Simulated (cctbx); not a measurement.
## Reading a Patterson map

Space group P-62m (no. 189), a = 8.9920 Å, b = 8.9920 Å, c = 3.7410 Å, α = 90.00°, β = 90.00°, γ = 120.00°, content Re1 Lu2 Tb6.

The data are simulated with cctbx, not measured: Ag Kα, λ = 0.56087 Å, to d = 0.75 Å, 70 % of the full sphere, strongest reflection 5000 counts, noise from counting, a 2 % proportional error and a noise floor of 2 counts (s.d.); no absorption, some extinction.

Patterson synthesis, origin scaled to 1000:

```text
Patterson group P 6/m m m
      u       v       w   height  length (A)
  0.000   0.000   0.000   1000.0     0.00
  0.333   0.667   0.500    278.2     5.52
  0.000   0.308   0.500    243.9     3.35
  0.000   0.371   0.000    190.0     3.33
  0.062   0.354   0.500    188.0     3.49
  0.333   0.667   0.000    153.7     5.19
  0.242   0.621   0.000     79.8     4.87
  0.000   0.000   0.289      6.3     1.08
  0.028   0.124   0.100      4.4     1.08
  0.000   0.288   0.225      3.8     2.72
  0.035   0.372   0.260      1.7     3.34
  0.054   0.107   0.180      1.3     1.07
  0.048   0.141   0.000      0.3     1.12
  0.296   0.591   0.225     -1.3     5.57
```

Q: Assign the vectors.

A peak at u stands for all pairs with xi − xj = u, with weight Σ ZiZj against Σ Z² = 41057 at the origin. Peak heights follow these weights only roughly, since form factors, motion and series ripples differ, all vectors within 0.55 Å of a peak are counted as merged into it though the farther ones add only part of their weight, and F(000) is left out, which lowers the whole map:

| u | v | w | shortest length (Å) | height | 1000 ΣZiZj/ΣZ² | pairs in the cell |
| --- | --- | --- | --- | --- | --- | --- |
| 0.333 | 0.667 | 0.500 | 5.51 | 278 | 259 | 2 × Re–Lu |
| 0.000 | 0.308 | 0.500 | 3.34 | 244 | 446 | 2 × Lu–Tb, 1 × Re–Tb, 1 × Tb–Tb |
| 0.000 | 0.371 | 0.000 | 3.34 | 190 | 344 | 2 × Lu–Tb, 1 × Re–Tb |
| 0.062 | 0.354 | 0.500 | 3.49 | 188 | 318 | 2 × Tb–Tb, 1 × Lu–Tb |
| 0.333 | 0.667 | 0.000 | 5.19 | 154 | 123 | 1 × Lu–Lu |
| 0.242 | 0.621 | 0.000 | 4.87 | 80 | 103 | 1 × Tb–Tb |

The table stops at ten peaks or at a height of 45, below which ripples compete. In the model behind the data Re, the heaviest element, has 1 independent site: (0, 0, 1/2), up to an allowed shift of origin. No listed peak is a Re–Re vector, so the position follows from the cell content and the cross vectors. Elements of similar Z can't be told apart from the map alone. The whole model:

| atom | mult. | x | y | z | Ueq (Å²) |
| --- | --- | --- | --- | --- | --- |
| Re1 | 1 | 0 | 0 | 1/2 | 0.0181 |
| Lu1 | 2 | 2/3 | 1/3 | 0 | 0.0088 |
| Tb1 | 3 | 0 | 0.2840 | 0 | 0.0210 |
| Tb2 | 3 | 0 | 0.6149 | 1/2 | 0.0199 |

The model was made for the exercise: a known structure type with other elements put in, its volume estimated, not relaxed; displacement parameters are assumed.

[Logs are printed without paths, hosts, clocks, repeated set-up lines and the standing remarks that a program may print on its own settings, such as how far it seeks lower states.]
